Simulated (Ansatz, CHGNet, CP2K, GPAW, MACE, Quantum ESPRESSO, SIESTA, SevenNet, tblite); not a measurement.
**CP2K runs on C(110) slab, H on the bottom face, stepped (108 atoms)**

Aim: run C(110) slab, H on the bottom face, stepped (108 atoms) in CP2K and see how near its forces come to a plane-wave reference, and at what cost.

Main program and level: CP2K 2026.2; the method is named at each step.

## Step 1: The starting structure

The cell holds 108 atoms: 84 C and 24 H. Cell: a = 10.089 Å, b = 10.701 Å, c = 14.673 Å, α = 90.0°, β = 90.0°, γ = 90.0°. It derives from C (diamond-structure). Diamond-structure C (a = 3.567 Å), (110) slab of 4 atomic planes, 4 x 3 surface cells, H on the broken bonds of the bottom face, 10 Å of vacuum; the top repeat layer removed from part of the cell (two steps); displaced by a Gaussian of 0.02 Å. Then every atom was moved at random, 0.03 Å r.m.s. a Cartesian component (hydrogen 0.6 of that). Regions: slab, 84 atoms (84 C); hydrogen, 24 atoms (24 H). Vacuum lies along c.

The yardstick, on the same geometry:

* method: Kohn-Sham DFT, PBE, PAW, plane waves (Ansatz 0.2.0); cutoff 420 eV, Γ point, fermi-dirac smearing of 0.05 eV; PAW set soft_2
* r.m.s. force component: 1.588 eV/Å
* longest force: 6.015 eV/Å
* SCF cycles: 14
* time: 12 s on 8 threads of Arm Neoverse V2, shared host
* CPU time: 84 s

## Step 2: PBE, DZVP-UZH, 450/50 Ry, diagonalisation

Method: Kohn-Sham DFT, PBE, GTH-PBE pseudopotentials, Gaussian and plane waves, DZVP-MOLOPT (UZH set), diagonalisation.

Input file input.inp:

```
&GLOBAL
  PROJECT cell
  RUN_TYPE ENERGY_FORCE
  PRINT_LEVEL LOW
&END GLOBAL
&FORCE_EVAL
  METHOD QS
  &DFT
    BASIS_SET_FILE_NAME BASIS_MOLOPT_UZH
    POTENTIAL_FILE_NAME POTENTIAL_UZH
    &MGRID
      CUTOFF 450
      REL_CUTOFF 50
    &END MGRID
    &QS
      EPS_DEFAULT 1.0E-12
    &END QS
    &SCF
      SCF_GUESS ATOMIC
      EPS_SCF 1.0E-06
      MAX_SCF 200
      ADDED_MOS 45
      &DIAGONALIZATION
        ALGORITHM STANDARD
      &END DIAGONALIZATION
      &SMEAR ON
        METHOD FERMI_DIRAC
        ELECTRONIC_TEMPERATURE [K] 580
      &END SMEAR
      &MIXING
        METHOD BROYDEN_MIXING
        ALPHA 0.15
        NBROYDEN 8
      &END MIXING
      &PRINT
        &RESTART OFF
        &END RESTART
      &END PRINT
    &END SCF
    &XC
      &XC_FUNCTIONAL PBE
      &END XC_FUNCTIONAL
    &END XC
    &PRINT
      &MULLIKEN ON
      &END MULLIKEN
      &LOWDIN ON
      &END LOWDIN
      &HIRSHFELD ON
      &END HIRSHFELD
      &MO ON
        EIGENVALUES T
        OCCUPATION_NUMBERS T
        MO_INDEX_RANGE 169 192
        &EACH
          QS_SCF 0
        &END EACH
        ADD_LAST NUMERIC
      &END MO
    &END PRINT
  &END DFT
  &SUBSYS
    &CELL
      A 10.08900 0.00000 0.00000
      B 0.00000 10.70100 0.00000
      C 0.00000 0.00000 14.67336
    &END CELL
    &COORD
      SCALED
      C 0.87196 0.17091 0.40237
      C 0.00066 0.08152 0.40105
      C 0.99597 0.00215 0.48753
      C 0.87532 0.25287 0.48788
      C 0.87272 0.16135 0.56791
      C 0.00163 0.08844 0.57409
      C 0.99982 0.00315 0.65860
      C 0.12378 0.16504 0.40056
      C 0.25032 0.08581 0.40153
      C 0.25101 0.99466 0.48830
      C 0.11981 0.25120 0.48711
      C 0.12586 0.16956 0.57557
      C 0.24421 0.08501 0.57315
      C 0.24711 0.99733 0.65787
      C 0.12572 0.25507 0.65733
      C 0.87714 0.50170 0.40278
      C 0.00106 0.41530 0.40157
      C 0.00506 0.33491 0.48962
      C 0.87325 0.58572 0.48732
      C 0.87010 0.50004 0.57397
      C 0.99681 0.41728 0.57054
      C 0.99890 0.33531 0.65514
      C 0.37724 0.16593 0.40100
      C 0.49848 0.08410 0.40087
      C 0.49887 0.00121 0.48949
      C 0.37198 0.25320 0.48627
      C 0.37454 0.16805 0.57273
      C 0.49726 0.07937 0.57234
      C 0.37365 0.25228 0.66164
      C 0.12386 0.49780 0.40360
      C 0.24842 0.41324 0.40102
      C 0.24767 0.33643 0.48759
      C 0.12476 0.58727 0.48645
      C 0.13189 0.50428 0.57583
      C 0.25069 0.41743 0.57144
      C 0.25119 0.33451 0.65704
      C 0.12491 0.58445 0.65965
      C 0.87344 0.83341 0.40202
      C 0.99751 0.75030 0.40340
      C 0.00414 0.66690 0.48675
      C 0.87613 0.91776 0.48814
      C 0.87428 0.83438 0.56890
      C 0.99752 0.75315 0.56903
      C 0.99840 0.66340 0.66224
      C 0.62577 0.16876 0.40049
      C 0.74973 0.08305 0.40107
      C 0.74858 0.00034 0.48645
      C 0.62613 0.24904 0.48464
      C 0.62734 0.16288 0.57180
      C 0.74965 0.07656 0.57128
      C 0.37442 0.50248 0.40191
      C 0.50263 0.42252 0.39981
      C 0.49802 0.33320 0.48671
      C 0.38082 0.58710 0.48639
      C 0.37989 0.50100 0.57599
      C 0.49785 0.41869 0.57570
[... 48 atom lines left out ...]
      H 0.37360 0.89176 0.34221
      H 0.49842 0.69224 0.33854
      H 0.62335 0.89152 0.34081
      H 0.75033 0.69184 0.34051
    &END COORD
    &KIND C
      BASIS_SET DZVP-MOLOPT-PBE-GTH-q4
      POTENTIAL GTH-PBE-q4
    &END KIND
    &KIND H
      BASIS_SET DZVP-MOLOPT-PBE-GTH-q1
      POTENTIAL GTH-PBE-q1
    &END KIND
  &END SUBSYS
  &PRINT
    &FORCES ON
    &END FORCES
  &END PRINT
&END FORCE_EVAL
```

Started as:

```bash
$ OMP_NUM_THREADS=1 mpirun -np 4 cp2k.psmp -i input.inp > output.txt
```

Numbers of over 12 decimals in the logs are rounded to 6 here.

Output:

```text
CP2K| version string:                                       CP2K version 2026.2
 CP2K| Input file name                                                 input.inp
 GLOBAL| Basis set file name                                    BASIS_MOLOPT_UZH
 GLOBAL| Potential file name                                       POTENTIAL_UZH
 GLOBAL| Run type                                                   ENERGY_FORCE
 GLOBAL| Total number of message passing processes                             4
 GLOBAL| Number of threads for this process                                    1
 TOTAL NUMBERS AND MAXIMUM NUMBERS
  Total number of            - Atomic kinds:                                   2
                             - Atoms:                                        108
                             - Shell sets:                                   108
                             - Shells:                                       492
                             - Primitive Cartesian functions:                540
                             - Cartesian basis functions:                   1296
                             - Spherical basis functions:                   1212
  Maximum angular momentum of- Orbital basis functions:                        2
                             - Local part of the GTH pseudopotential:          2
                             - Non-local part of the GTH pseudopotential:      0
 SCF PARAMETERS         Density guess:                                    ATOMIC
                        max_scf:                                             200
                        eps_scf:                                        1.00E-06
                        added MOs                                        45    0
                        Mixing method:                            BROYDEN_MIXING
                                                charge density mixing in g-space
                        Smear method:                                FERMI_DIRAC
                        Electronic temperature [K]:                        580.0
                        Electronic temperature [a.u.]:                  1.84E-03
                        Accuracy threshold:                             1.00E-10
 Extrapolation method: initial_guess
 Number of electrons:                                                        360
 Number of occupied orbitals:                                                180
 Number of molecular orbitals:                                               225
 Number of orbital functions:                                               1212
 Number of independent orbital functions:                                   1212
 SCF WAVEFUNCTION OPTIMIZATION
  Step     Update method      Time    Convergence         Total energy    Change
     1 NoMix/Diag. 0.15E+00    3.1     0.74724384      -497.5106041684 -4.98E+02
     2 Broy./Diag. 0.15E+00    4.2     0.25506388      -455.4453026394  4.21E+01
     3 Broy./Diag. 0.15E+00    4.2     0.33643699      -466.9946356271 -1.15E+01
     4 Broy./Diag. 0.15E+00    4.2     0.29843516      -481.9342844283 -1.49E+01
[...]
64 Broy./Diag. 0.15E+00    4.2     0.00000114      -490.0321868693 -9.05E-07
    65 Broy./Diag. 0.15E+00    4.2     0.00000068      -490.0321881712 -1.30E-06
  *** SCF run converged in    65 steps ***
  Electronic density on regular grids:       -360.0000000000        0.0000000000
  Core density on regular grids:              359.9999999997       -0.0000000003
  Total charge density on r-space grids:       -0.0000000003
  Total charge density g-space grids:          -0.0000000003
  Overlap energy of the core charge distribution:               1.00188e-05
  Self energy of the core charge distribution:              -1153.615485
  Core Hamiltonian energy:                                    360.839931
  Hartree energy:                                             457.921797
  Exchange-correlation energy:                               -155.170671
  Electronic entropic energy:                                  -0.00776985
  Fermi energy:                                                 0.029685
  Total energy:                                              -490.032188
  Total energy (extrapolated to T->0):                       -490.028303
 MO| EIGENVALUES AND OCCUPATION NUMBERS
 MO|
 MO|  Index      Eigenvalue [a.u.]        Eigenvalue [eV]             Occupation
 MO|    169              -0.027565              -0.750087               2.000000
 MO|    170              -0.021577              -0.587152               2.000000
 MO|    171              -0.017248              -0.469354               2.000000
[...]
MO|    191               0.099213               2.699712               0.000000
 MO|    192               0.100704               2.740308               0.000000
 MO| Sum:                                                             360.000000
 MO| E(Fermi):            0.029685 a.u.          0.807775 eV
 !-----------------------------------------------------------------------------!
                     Mulliken Population Analysis
 #  Atom  Element  Kind  Atomic population                           Net charge
       1     C        1          4.072849                             -0.072849
       2     C        1          4.072353                             -0.072353
       3     C        1          3.982705                              0.017295
[...]
# Total charge                            360.000000                 -0.000000
 !-----------------------------------------------------------------------------!
 !-----------------------------------------------------------------------------!
                           Hirshfeld Charges
  #Atom  Element  Kind  Ref Charge     Population                    Net charge
      1       C      1       4.000          4.428                        -0.428
      2       C      1       4.000          4.429                        -0.429
      3       C      1       4.000          3.984                         0.016
[...]
107       H      2       1.000          0.569                         0.431
    108       H      2       1.000          0.570                         0.430
  Total Charge                                                            0.021
 !-----------------------------------------------------------------------------!
 LOWDIN POPULATION ANALYSIS
 #  Atom  Element  Kind  Atomic population                           Net charge
[...]
107     H        2          1.007634                             -0.007634
     108     H        2          0.995437                              0.004563
 # Total charge                            360.000000                 -0.000000
 ENERGY| Total FORCE_EVAL ( QS ) energy [hartree]           -490.032219
 FORCES| Atomic forces [hartree/bohr]
 FORCES|   Atom     x               y               z               |f|
 FORCES|      1  2.77580833E-02 -5.73402843E-02 -4.98313307E-03   6.39003209E-02
 FORCES|      2 -2.11046083E-02  5.22619572E-02  1.74090578E-02   5.89897614E-02
 FORCES|      3  4.53729470E-02 -1.85037485E-02 -9.13997775E-03   4.98460853E-02
[...]
FORCES|    107  1.91098926E-03  1.31037501E-02 -2.15899205E-02   2.53275505E-02
 FORCES|    108  2.98514581E-04 -6.98502805E-04 -3.28427033E-03   3.37097148E-03
 FORCES| Sum     5.33257229E-05  2.18207090E-05 -8.60523757E-05
 FORCES| Total atomic force                                       1.03560550E-04
```

Wall time 4.8 min (4 MPI ranks of Arm Neoverse V2, shared host); peak memory 3.5 GiB; 19 min of CPU time.

Banners, paths, timers and routine set-up lines are dropped from the logs unmarked, and long logs keep their key lines alone; longer cuts are marked.

Against the reference:

* r.m.s. force component: 1.61 eV/Å
* r.m.s. difference of force components: 46.11 meV/Å
* longest difference of force vectors: 188.2 meV/Å
* force difference over r.m.s. force: 2.903 %
* slope of forces against the reference's: 1.014
* correlation of force components: 0.9997

Length of the force difference by element (eV/Å):

```
element  atoms   mean   most
      C     84  0.079   0.19
      H     24  0.041  0.062
```

Local excerpt of 11 atoms (numbers count through the whole input) about C70, whose charge lies farthest from its element's mean; x, y, z are measured from there.

```
atom      x      y      z  distance (Å)  bonds  Mulliken charge (e)     Fx     Fy  Fz (eV/Å)
 C70   0.00   0.00   0.00          0.00      3                 0.03   1.84  -2.70      -0.05
 C56  -1.24  -0.81   0.10          1.48      3                -0.02   0.74  -0.33      -1.62
 C69   0.04   0.95  -1.21          1.54      4                 0.00  -0.58   1.88       1.57
 C71   1.35  -0.81   0.06          1.57      3                 0.00  -2.63   2.74      -1.05
 C55  -2.43   0.07   0.10          2.43      4                -0.03  -0.15  -0.87       0.00
 C53  -1.24  -1.72  -1.21          2.44      4                 0.00   0.82   0.23       0.58
 C66   0.04   0.04  -2.44          2.44      4                -0.07   1.11  -0.01      -0.66
 C68   1.31  -1.74  -1.21          2.50      4                 0.00   0.14   0.22       1.10
 C20   2.52   0.06   0.07          2.52      3                -0.02   2.07  -0.52      -1.48
 C74  -1.25   1.88  -1.20          2.55      4                 0.00   2.23  -0.68      -0.04
 C81   1.30   1.86  -1.22          2.58      4                -0.01   0.31  -2.54       1.66
```

Forces lie 2.9 % from the reference's, at 14 times its CPU time (on 4 against 8 cores); the SCF took 65 steps, which the time reflects.

## Step 3: PBE, TZV2P-MOLOPT, 450/50 Ry, diagonalisation

Method: Kohn-Sham DFT, PBE, GTH-PBE pseudopotentials, Gaussian and plane waves, TZV2P-MOLOPT-GTH, diagonalisation.

Edit input.inp of step 2 so:

```diff
@@ -8,4 +8,4 @@
   &DFT
-    BASIS_SET_FILE_NAME BASIS_MOLOPT_UZH
-    POTENTIAL_FILE_NAME POTENTIAL_UZH
+    BASIS_SET_FILE_NAME BASIS_MOLOPT
+    POTENTIAL_FILE_NAME GTH_POTENTIALS
     &MGRID
@@ -48,4 +48,2 @@
       &END LOWDIN
-      &HIRSHFELD ON
-      &END HIRSHFELD
       &MO ON
@@ -67,8 +65,8 @@
     &END CELL
-    &COORD
-      SCALED
-[... 108 atom lines left out: the same atoms as in the first run ...]
-    &END COORD
+    &TOPOLOGY
+      COORD_FILE_NAME structure.xyz
+      COORD_FILE_FORMAT XYZ
+    &END TOPOLOGY
     &KIND C
-      BASIS_SET DZVP-MOLOPT-PBE-GTH-q4
+      BASIS_SET TZV2P-MOLOPT-GTH-q4
       POTENTIAL GTH-PBE-q4
@@ -76,3 +74,3 @@
     &KIND H
-      BASIS_SET DZVP-MOLOPT-PBE-GTH-q1
+      BASIS_SET TZV2P-MOLOPT-GTH-q1
       POTENTIAL GTH-PBE-q1
```

Input file structure.xyz:

```xyz
108

C 8.79720 1.82891 5.90412
C 0.00666 0.87235 5.88475
C 10.04834 0.02301 7.15370
C 8.83110 2.70596 7.15884
C 8.80487 1.72661 8.33315
C 0.01645 0.94640 8.42383
C 10.08718 0.03371 9.66387
C 1.24882 1.76609 5.87756
C 2.52548 0.91825 5.89179
C 2.53244 10.64386 7.16500
C 1.20876 2.68809 7.14754
C 1.26980 1.81446 8.44555
C 2.46383 0.90969 8.41004
C 2.49309 10.67243 9.65316
C 1.26839 2.72950 9.64524
C 8.84947 5.36869 5.91014
C 0.01069 4.44413 5.89238
C 0.05105 3.58387 7.18437
C 8.81022 6.26779 7.15062
C 8.77844 5.35093 8.42207
[... 84 atom lines left out ...]
H 3.76925 9.54272 5.02137
H 5.02856 7.40766 4.96752
H 6.28898 9.54016 5.00083
H 7.57008 7.40338 4.99643
```

Output:

```text
CP2K| version string:                                       CP2K version 2026.2
 CP2K| Input file name                                                 input.inp
 GLOBAL| Basis set file name                                        BASIS_MOLOPT
 GLOBAL| Potential file name                                      GTH_POTENTIALS
[... lines left out ...]
                        Smear method:                                FERMI_DIRAC
[... lines left out ...]
 Number of electrons:                                                        360
[... lines left out ...]
  Step     Update method      Time    Convergence         Total energy    Change
[... lines left out ...]
  *** SCF run converged in    53 steps ***
[... lines left out ...]
  Fermi energy:                                                 0.026849
  Total energy:                                              -490.286688
  Total energy (extrapolated to T->0):                       -490.282712
[... lines left out ...]
 MO| E(Fermi):            0.026849 a.u.          0.730592 eV
[... lines left out ...]
     107     H        2          1.029809                             -0.029809
     108     H        2          1.012546                             -0.012546
 # Total charge                            360.000000                 -0.000000
 ENERGY| Total FORCE_EVAL ( QS ) energy [hartree]           -490.286719
 FORCES| Atomic forces [hartree/bohr]
 FORCES|   Atom     x               y               z               |f|
 FORCES|      1  2.72708346E-02 -5.68189121E-02 -4.89402068E-03   6.32142281E-02
 FORCES|      2 -2.06219825E-02  5.18262353E-02  1.70596758E-02   5.83288725E-02
 FORCES|      3  4.41382541E-02 -1.83172155E-02 -9.05355108E-03   4.86381809E-02
[...]
FORCES|    107  1.85529017E-03  1.25706118E-02 -2.04739076E-02   2.40965407E-02
 FORCES|    108  2.86265476E-04 -5.12647232E-04 -2.70786678E-03   2.77079368E-03
 FORCES| Sum     4.96832681E-05  1.62877713E-05 -9.08492441E-05
 FORCES| Total atomic force                                       1.04820341E-04
```

It took 36 min on 4 MPI ranks; peak memory 4.5 GiB; 2.4 h of CPU time.

Against the reference:

* r.m.s. force component: 1.59 eV/Å
* r.m.s. difference of force components: 19.37 meV/Å
* longest difference of force vectors: 72.27 meV/Å
* force difference over r.m.s. force: 1.22 %
* slope of forces against the reference's: 1.001
* correlation of force components: 0.9999

Against the first run (2.9 %), the force difference from the reference is 1.2 %, at 7.6 times the CPU time, with 2064 basis functions against 1212; this set comes with other potentials too, so the change isn't the basis's alone.

The difference per atom is largest on C (0.035 eV/Å on average, against 0.0028 on H).

[end of part 1 of 2]

[Also dropped from logs without a mark: logging warnings of Python, and SIESTA's first energy breakdown and zero terms.]

[Logs are printed without paths, hosts, clocks, repeated set-up lines and the standing remarks that a program may print on its own settings, such as how far it seeks lower states.]

[Hosts, paths, dates, database ids (printed as entryN), source tags and the programs' standing remarks are cut or masked in the printed files.]
